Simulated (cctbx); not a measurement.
# Absolute structure of Pr3Cu3As4

Space group I-43d (no. 220), a = 9.4270 Å, b = 9.4270 Å, c = 9.4270 Å, α = 90.00°, β = 90.00°, γ = 90.00°.

```
atom  mult.       x       y       z  Ueq (Å²)
 Pr1     12     1/2     1/4     1/8    0.0126
 As1     16  0.1630  0.1630  0.1630    0.0175
 Cu1     12       0     3/4     1/8    0.0203
```

This is a model crystal, built by substitution and not relaxed, with assumed displacement parameters.

Data sets are simulated with cctbx and refined with Bijvoet mates kept apart; Flack x is then fitted as the share of an inverted twin with the atoms fixed, Hooft y from the Bijvoet differences. The group is acentric but holds improper operations, so there is an absolute structure (orientation) and no hand.

Untwinned crystal. What Flack and Hooft values should come out?

| λ (Å) | extinction (unmodelled) | d min (Å) | top counts | error (%) | model | R1 | Flack x | s.u. | Hooft y | s.u. | pairs |
| --- | --- | --- | --- | --- | --- | --- | --- | --- | --- | --- | --- |
| 0.71073 | 0 | 0.77 | 20000 | 4 | as given | 0.0050 | 0.02 | 0.04 | 0.018 | 0.028 | 66 |
| 0.71073 | 0 | 0.77 | 20000 | 4 | inverted | 0.0139 | 0.98 | 0.04 | 0.984 | 0.028 | 66 |
| 1.54184 | 0 | 0.83 | 5000 | 2 | as given | 0.0061 | 0.007 | 0.004 | 0.005 | 0.004 | 53 |

With Mo Kα, x is within 3 s.u. of 0, so the absolute structure is right. With Cu Kα, x is within 3 s.u. of 0, so the absolute structure is right. Inverting the model turns x into about 1 − x.

A further crystal gives:

| λ (Å) | extinction (unmodelled) | d min (Å) | top counts | error (%) | model | R1 | Flack x | s.u. | Hooft y | s.u. | pairs |
| --- | --- | --- | --- | --- | --- | --- | --- | --- | --- | --- | --- |
| 0.71073 | 0.1 | 0.84 | 20000 | 2 | as given | 0.0079 | 0.46 | 0.04 | 0.473 | 0.025 | 50 |

**Question.** What is it?

It was simulated as an inversion twin with a fraction 0.5 of the inverted domain. Flack x is over 3 s.u. from both 0 and 1 and reads that fraction.

[Logs are printed without paths, hosts, clocks, repeated set-up lines and the standing remarks that a program may print on its own settings, such as how far it seeks lower states.]
